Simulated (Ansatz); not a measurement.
## Sensitivity of the G0W0 gap of CsPbCl3 (Pm-3m)

A base run on CsPbCl3 (Pm-3m), then changed inputs.

Main program and level: Ansatz 0.2.0; G0W0 on PBE, plane waves, PAW; PAW set soft_1.

## 1. Set-up

It takes space group Pm-3m (No. 221, cubic). Conventional cell: a = 5.605 Å, b = 5.605 Å, c = 5.605 Å, α = 90.00°, β = 90.00°, γ = 90.00°. Cs has 12 Cl at 3.96 Å nearest. Nearest to Pb lie 6 Cl at 2.80 Å. Nearest to Cl lie 2 Pb at 2.80 Å and 4 Cs at 3.96 Å. Farther neighbours and most contacts between anions are not listed.

The cell and positions come from the Crystallography Open Database and are kept as given unless a step says otherwise. Spin-orbit coupling is left out unless a step names it.

## 2. The base run: 2×2×2 mesh, 399 empty bands, screening to 100 eV, PAW set soft_1 files

Now the one-shot GW correction: screening in the RPA, then the self-energy of the levels asked for. This step takes PAW set soft_1 files.

Contents of input.yaml:

```yaml
crystal:
  lattice:
    - [5.605, 0.0, 0.0]
    - [0.0, 5.605, 0.0]
    - [0.0, 0.0, 5.605]
  atoms:
    - { symbol: Cs, position: [0.0, 0.0, 0.0] }
    - { symbol: Pb, position: [0.5, 0.5, 0.5] }
    - { symbol: Cl, position: [0.5, 0.5, 0.0] }
    - { symbol: Cl, position: [0.0, 0.5, 0.5] }
    - { symbol: Cl, position: [0.5, 0.0, 0.5] }
kpoints:
  mp_grid: { grid: [2, 2, 2] }
hamiltonian:
  xc: pbe
  pseudopotentials: { kind: paw, azcp: { folder: soft_1 } }
scf:
  occupations: { method: fixed }
gw:
  n_empty_bands: 399
  ecut_chi: 100
  qp_bands: [v2, c2]
  qp_kpoints: band_edges
  screening: { model: contour_deformation }
```

Launch:

```console
ansatz run input.yaml --threads 2 --pin off --max-ram 92160MiB --backend cuda --events-out ev --progress --plain --runs-dir out --devices 1 --max-vram 13GiB
```

Numbers of over 12 decimals in the logs are rounded to 6 here.

Output:

```text
GPUs: using 1 of 1 available (devices: 1).
Engine: ansatz 0.2.0, x86_64-unknown-linux-gnu
Pseudopotentials: kind: paw
Pseudopotential: Cs, paw, valence charge 9, recommended cutoff 420 eV (normal), soft_1/Cs.paw.azcp
Pseudopotential: Pb, paw, valence charge 14, recommended cutoff 420 eV (normal), soft_1/Pb.paw.azcp
Pseudopotential: Cl, paw, valence charge 7, recommended cutoff 420 eV (normal), soft_1/Cl.paw.azcp
Functional definition: PBE
  parameter kappa = 0.804
  parameter beta = 0.066725
  exchange = pbe_x(kappa = kappa, mu = beta*pi^2/3)
  correlation = pbe_c(beta = beta)
device memory: the entry about to start is reckoned to put 1.2 GiB on a device that reports 52.5 GiB free (of which the cap on the GPU budget leaves the run 13.0 GiB)
GPU FFT provider: cuFFT
GPU libraries: cuBLAS 13.8.2, cuFFT 12.4.0, cuSOLVER 12.3.4
Crystal: 5 atoms, lattice volume = 176.087 Å³
Basis set: ecut = 420 eV, 3407 PW (Γ)
Bands: 27, of which v1, the nominal top of the filled ones, is band 22 counted from 1 (21 counted from 0)
Symmetry: 48 space group operations
Space group: Pm-3m (ITA 221), of the structure as read, at distance tolerance 5.6e-5 Å
k-points: 4 of 8
Non-local potential: Cs, projectors of the file, l = 0: 3, l = 1: 2, l = 2: 2, l = 3: 2
Non-local potential: Pb, projectors of the file, l = 0: 2, l = 1: 2, l = 2: 2, l = 3: 1
Non-local potential: Cl, projectors of the file, l = 0: 2, l = 1: 2, l = 2: 1
PAW form: soft (Blöchl's): semilocal exchange-correlation on the pseudo side does not see the compensation charge
PAW one-centre angular grid: Cs, 194 points (default); XC on 64 Gauss nodes
PAW one-centre angular grid: Pb, 590 points (default); XC on 64 Gauss nodes
PAW one-centre angular grid: Cl, 110 points (default); XC on 64 Gauss nodes
Initial density: superposition of atomic densities (chi_scale 0.1, normalization cell, long waves kept (reshape's long-wave potential 0.01 eV rms))
Initial wavefunctions: pseudopotential atomic-orbital guess
GPU buffer pool allocated for 64000 grid points (all kernels)
GPU transforms: local potential and band sums: pruned to the plane-wave sphere, on 40×40×40
Functional: x = pbe(κ = 0.804, μ = 0.219515), c = pbe(β = 0.066725)
SCF iter   1: F=—  HF=-20826.248610 eV  |F-HF|=—  |Δ(HF+E_count)|=         —  Δρ=2.26e-2  dr2=2.02e0  ethr=3.10e-3  ⟨swp⟩=5.2  Hψ=449  notcnv=0  defer=8
preconditioner: auto → Resta (q_TF=auto, 2.165 Å⁻¹)  ε∞=3.0  [insulator: Δε(μ)=1.631 eV  Ē_g=12.668 eV  n_scr=26 (ndim 8)  ℏωp=18.1 eV  f_vac=0.014  ε∞_Penn≈3.0]
SCF iter   2: F=—  HF=-20825.594927 eV  |F-HF|=—  |Δ(HF+E_count)|=   6.54e-1  Δρ=1.17e-2  dr2=7.30e-1  ethr=3.10e-3  ⟨swp⟩=2.5  Hψ=157  notcnv=0  defer=9
[...]
NSCF: frozen V_eff on 4 k-points
G₀W₀ screening: q 1/4
[... further progress lines ...]
SCF converged after 7 iterations
Free energy (F): -20825.266767 eV
Harris-Foulkes:  -20825.266767 eV  (|F-HF|=1.55e-8)
Internal energy: -20825.266767 eV  (E = F + TS)
E sigma→0 (E₀):  -20825.266767 eV
Fermi energy:    4.169580 eV
--- Per-component energies (eV) ---
  E_band       = -231.490292
  E_kinetic    = 896.738192
  E_local      = -2608.070242  (includes V_loc(G=0)·N_el)
  E_nonlocal   = 421.551811
  E_hartree    = 982.485111
  E_xc         = -711.642093
  E_vxc        = -629.445856  (∫ρ·V_xc dr)
  E_paw        = -17426.130554  (= ΣΔE_a)
  E_vpaw       = -277.243850  (= ΣTr[D̂ρ^β])
  E_aug_tail   = 0.000312  (compensation charges beyond the density's cutoff)
  E_ewald      = -2380.199303
  E_smearing   = -0.000000  (= −TS)
  E_closure    = -0.000000  (closes the sum)
  Σ components = -20825.266767   (vs F -20825.266767, Δ=0.00e0)
--- Band table (eV) ---
  k-point 0: bands = [... 18 lower, 1.5694, 1.6792, 1.6792, 1.6792, 7.5147, 8.4523, 8.4523, 9.3519, ... 1 higher]
  k-point 1: bands = [... 18 lower, 1.4693, 1.5672, 1.5672, 2.4999, 7.1430, 8.8549, 9.3674, 9.4821, ... 1 higher]
  k-point 2: bands = [... 18 lower, 1.3814, 1.4571, 1.9908, 3.3606, 6.6376, 6.6376, 9.0707, 9.5520, ... 1 higher]
  k-point 3: bands = [... 18 lower, 2.0011, 2.0011, 2.0011, 4.1696, 6.0521, 6.0521, 6.0521, 9.2666, ... 1 higher]
--- G₀W₀: contour deformation, 6 samples at zero and on the imaginary axis and 1 off it, 8 q-points, 399 empty bands' worth ---
  eigenvalues of the whole cell's RPA ε∞ on this k-mesh (on a slab, of 1 + 4πα/V) = 7.6090, 7.6090, 7.6090; static W/v taken at q = 0 is 0.131423
  bands read: the sum over 421 bands ends inside a degenerate multiplet in 2 slots, whose members it reads at an even weight; the widest, k=0: bands 421 to 422 (counted from 1) at 1/2 each
  gw.qp_kpoints: band_edges: 4 of 4 stored k-points solved, in 1 pass; an edge of the gap read off the rows below is read off those points alone
    ik  band        ε_KS         Σx   Σc(E_QP)       V_xc       Z   E_QP_lin       E_QP  E_QP is
     0    21      1.6792   -20.6648     3.4111   -16.2346  0.7223     0.6178     0.6601  root
     0    22      1.6792   -20.6648     3.4111   -16.2346  0.7223     0.6178     0.6601  root
     0    23      7.5147    -3.7055    -3.5869    -7.4143  0.7995     7.6369     7.6365  root
     0    24      8.4523    -3.4629    -3.5510    -7.2812  0.7990     8.7215     8.7196  root
     1    21      1.5672   -20.3550     3.4493   -15.8549  0.7214     0.4707     0.5164  root
     1    22      2.4999   -21.2134     2.5674   -17.8263  0.7376     1.6569     1.6802  root
     1    23      7.1430    -9.1831    -3.8289   -13.5985  0.7664     7.7401     7.7295  root
     1    24      8.8549    -4.4355    -3.6820    -8.4362  0.7921     9.1764     9.1736  root
[...]
3    21      2.0011   -20.9257     3.3907   -16.5090  0.7245     0.9334     0.9751  root
     3    22      4.1696   -21.0698     1.7370   -18.6974  0.7528     3.5223     3.5342  root
     3    23      6.0521    -7.5639    -3.6737   -11.6775  0.7787     6.4974     6.4920  root
     3    24      6.0521    -7.5639    -3.6737   -11.6775  0.7787     6.4974     6.4920  root
```

Wall time 6.3 s (1 × NVIDIA H100 80GB HBM3 (shared by 6 runs) with 2 threads of AMD EPYC 7R13 (Zen 3), shared host); peak memory 1.3 GiB; 5.7 s of CPU time.

Numbers from this step:

```yaml
bands_summed: 421
rpa_eps_infinity_on_this_mesh_eigenvalues: 7.609, 7.609, 7.609
plane_waves_in_the_screening_matrix: 389
q_points_in_the_mesh: 8
g0w0_gap_on_the_mesh: 2.958 eV
k_of_the_valence_top: -0.5, -0.5, -0.5
k_of_the_conduction_bottom: -0.5, -0.5, -0.5
starting_gap_on_the_mesh: 1.883 eV
z_at_the_valence_top: 0.7528
z_at_the_conduction_bottom: 0.7787
least_direct_g0w0_gap_on_the_computed_points: 2.958 eV
```

The gap on the mesh goes from 1.88 eV to 2.96 eV, a correction of +1.08 eV. Between the two edge states, bare exchange in place of the xc potential would open the gap by 6.49 eV, and correlation takes back 5.41 eV.

## 3. Variant: all filled levels at the zone centre

Edit input.yaml of step 2 so:

```diff
@@ -21,4 +21,4 @@
   ecut_chi: 100
-  qp_bands: [v2, c2]
-  qp_kpoints: band_edges
+  qp_bands: [lowest, c2]
+  qp_kpoints: [[0, 0, 0]]
   screening: { model: contour_deformation }
```

Output:

```text
GPUs: using 1 of 1 available (devices: 1).
[...]
GPU FFT provider: cuFFT
GPU libraries: cuBLAS 13.8.2, cuFFT 12.4.0, cuSOLVER 12.3.4
Crystal: 5 atoms, lattice volume = 176.087 Å³
Basis set: ecut = 420 eV, 3407 PW (Γ)
Bands: 27, of which v1, the nominal top of the filled ones, is band 22 counted from 1 (21 counted from 0)
[... 1 set-up line as in the run before ...]
[...]
k-points: 4 of 8
[...]
GPU buffer pool allocated for 64000 grid points (all kernels)
[...]
SCF iter   1: F=—  HF=-20826.248610 eV  |F-HF|=—  |Δ(HF+E_count)|=         —  Δρ=2.26e-2  dr2=2.02e0  ethr=3.10e-3  ⟨swp⟩=5.2  Hψ=449  notcnv=0  defer=8
[...]
SCF iter   7: F=-20825.266767 eV  HF=-20825.266767 eV  |F-HF|=1.55e-8  |Δ(HF+E_count)|=   2.97e-6  Δρ=9.04e-6  dr2=9.88e-8  ethr=2.27e-10  ⟨swp⟩=11.8  Hψ=676  notcnv=0
SCF 1 converged in 7 iterations: F = -20825.266767 eV  dr2 = 9.88e-8
[...]
NSCF: frozen V_eff on 4 k-points
[...]
G₀W₀ screening: q 1/4
[... further progress lines ...]
SCF converged after 7 iterations
Free energy (F): -20825.266767 eV
[...]
Internal energy: -20825.266767 eV  (E = F + TS)
E sigma→0 (E₀):  -20825.266767 eV
Fermi energy:    4.169580 eV
[...]
--- Band table (eV) ---
  k-point 0: bands = [... 18 lower, 1.5694, 1.6792, 1.6792, 1.6792, 7.5147, 8.4523, 8.4523, 9.3519, ... 1 higher]
  k-point 1: bands = [... 18 lower, 1.4693, 1.5672, 1.5672, 2.4999, 7.1430, 8.8549, 9.3674, 9.4821, ... 1 higher]
  k-point 2: bands = [... 18 lower, 1.3814, 1.4571, 1.9908, 3.3606, 6.6376, 6.6376, 9.0707, 9.5520, ... 1 higher]
  k-point 3: bands = [... 18 lower, 2.0011, 2.0011, 2.0011, 4.1696, 6.0521, 6.0521, 6.0521, 9.2666, ... 1 higher]
[...]
`?` marks the rows in doubt; gw_qp.tsv's column doubts and the gw_qp event give each row's grounds
[...]
0     1    -17.1864   -28.7176     7.9780   -20.2718  0.5420   -17.6660   -17.6542  root ?
     0     2    -12.7738   -39.1039     6.2661   -30.6333  0.7131   -15.1281   -14.9783  root ?
     0     3    -12.7738   -39.1039     6.2661   -30.6333  0.7131   -15.1281   -14.9783  root ?
     0     4    -12.5487   -40.4835     5.6785   -32.2927  0.7391   -15.2104   -15.0610  root ?
     0     5    -12.5487   -40.4835     5.6785   -32.2927  0.7391   -15.2104   -15.0610  root ?
     0     6    -12.5487   -40.4835     5.6785   -32.2927  0.7391   -15.2104   -15.0610  root ?
     0     7    -10.9532   -26.9547     8.6387   -17.7979  0.6181   -11.4891   -11.4713  root
     0     8    -10.0813   -29.4180     8.1575   -20.5445  0.6947   -10.8388   -10.7973  root
     0     9    -10.0813   -29.4180     8.1575   -20.5445  0.6947   -10.8388   -10.7973  root
     0    10     -3.9894   -21.1843     3.0087   -16.5529  0.7714    -5.7684    -5.6121  root ?
     0    11     -3.9894   -21.1843     3.0087   -16.5529  0.7714    -5.7684    -5.6121  root ?
     0    12     -3.9894   -21.1843     3.0087   -16.5529  0.7714    -5.7684    -5.6121  root ?
     0    13     -2.5576   -19.7862     2.4109   -16.5482  0.7283    -3.3779    -3.3847  root
     0    14     -0.4888   -19.0780     3.6408   -14.4631  0.6947    -1.5146    -1.4630  root
     0    15     -0.4888   -19.0780     3.6408   -14.4631  0.6947    -1.5146    -1.4630  root
     0    16     -0.4888   -19.0780     3.6408   -14.4631  0.6947    -1.5146    -1.4630  root
     0    17      1.5694   -20.3699     3.4973   -15.7910  0.7212     0.4385     0.4878  root
[...]
0    21      1.6792   -20.6648     3.4111   -16.2346  0.7223     0.6178     0.6601  root
     0    22      1.6792   -20.6648     3.4111   -16.2346  0.7223     0.6178     0.6601  root
     0    23      7.5147    -3.7055    -3.5869    -7.4143  0.7995     7.6369     7.6365  root
     0    24      8.4523    -3.4629    -3.5510    -7.2812  0.7990     8.7215     8.7196  root
```

Wall time 11 s (1 × NVIDIA H100 80GB HBM3 (shared by 6 runs) with 2 threads); peak memory 1.2 GiB.

Absolute levels on the run's own zero. QP, by row:

```tsv
k index	band	KS (eV)	Sigma_x (eV)	Sigma_c (eV)	Vxc (eV)	Z	QP linearised (eV)	QP (eV)	source	doubts
0	1	-17.19	-28.72	7.978	-20.27	0.542	-17.67	-17.65	root	z_under_floor
0	2	-12.77	-39.1	6.266	-30.63	0.7131	-15.13	-14.98	root	energies_apart
0	3	-12.77	-39.1	6.266	-30.63	0.7131	-15.13	-14.98	root	energies_apart
0	4	-12.55	-40.48	5.678	-32.29	0.7391	-15.21	-15.06	root	energies_apart
0	5	-12.55	-40.48	5.678	-32.29	0.7391	-15.21	-15.06	root	energies_apart
0	6	-12.55	-40.48	5.678	-32.29	0.7391	-15.21	-15.06	root	energies_apart
0	7	-10.95	-26.95	8.639	-17.8	0.6181	-11.49	-11.47	root	
0	8	-10.08	-29.42	8.158	-20.54	0.6947	-10.84	-10.8	root	
0	9	-10.08	-29.42	8.158	-20.54	0.6947	-10.84	-10.8	root	
0	10	-3.989	-21.18	3.009	-16.55	0.7714	-5.768	-5.612	root	energies_apart,sigma_c_rises
0	11	-3.989	-21.18	3.009	-16.55	0.7714	-5.768	-5.612	root	energies_apart,sigma_c_rises
0	12	-3.989	-21.18	3.009	-16.55	0.7714	-5.768	-5.612	root	energies_apart,sigma_c_rises
0	13	-2.558	-19.79	2.411	-16.55	0.7283	-3.378	-3.385	root	
0	14	-0.4888	-19.08	3.641	-14.46	0.6947	-1.515	-1.463	root	
0	15	-0.4888	-19.08	3.641	-14.46	0.6947	-1.515	-1.463	root	
0	16	-0.4888	-19.08	3.641	-14.46	0.6947	-1.515	-1.463	root	
0	17	1.569	-20.37	3.497	-15.79	0.7212	0.4385	0.4878	root	
0	18	1.569	-20.37	3.497	-15.79	0.7212	0.4385	0.4878	root	
0	19	1.569	-20.37	3.497	-15.79	0.7212	0.4385	0.4878	root	
0	20	1.679	-20.66	3.411	-16.23	0.7223	0.6178	0.6601	root	
0	21	1.679	-20.66	3.411	-16.23	0.7223	0.6178	0.6601	root	
0	22	1.679	-20.66	3.411	-16.23	0.7223	0.6178	0.6601	root	
0	23	7.515	-3.705	-3.587	-7.414	0.7995	7.637	7.636	root	
0	24	8.452	-3.463	-3.551	-7.281	0.799	8.722	8.72	root
```

Against the base:

```tsv
setting	base	variant
levels asked	v2 to c2	lowest to c2
points asked	band edges	[[0, 0, 0]]
```

## 4. Results

| Quantity | Value |
| --- | --- |
| base | 2.96 eV, 6.3 s |
| all filled levels at the zone centre | direct gap at the listed points 6.98 eV, 11 s |

In words: All filled levels at the zone centre: only the listed points were computed; the least direct gap there is 6.98 eV, with levels asked and points asked changed against the base. All runs here use a coarse mesh and modest cutoffs; they test settings and are not final values. The 2×2×2 mesh is coarse for this cell (its supercell is 11 Å along the shortest edge). The RPA ε∞ on it, from the PBE start, is 7.61; such meshes misread the long-range screening, most where the gap is narrow. Where an edge is built on 6p states of lead, bismuth or thallium, scalar-relativistic gaps usually stand too wide, by a few tenths to over one eV. This is the ideal cubic cell; many perovskites, halides above all, are cubic only on average, and local tilts or off-centring can widen the gap. The many-body steps are scalar-relativistic: spin-orbit coupling is not in them.

[Paths, hosts, dates, memory and timing lines, banners, echoed tables and standing remarks are left out of the program output.]

[Logs are printed without paths, hosts, clocks, repeated set-up lines and the standing remarks that a program may print on its own settings, such as how far it seeks lower states.]

[Runs of the session that timed out or met a known fault of the program may be left out.]

[Cells called generated may have been cut or substituted from an entry of the Crystallography Open Database or the Materials Project.]

[Hosts, paths, dates, database ids (printed as entryN), source tags and the programs' standing remarks are cut or masked in the printed files.]
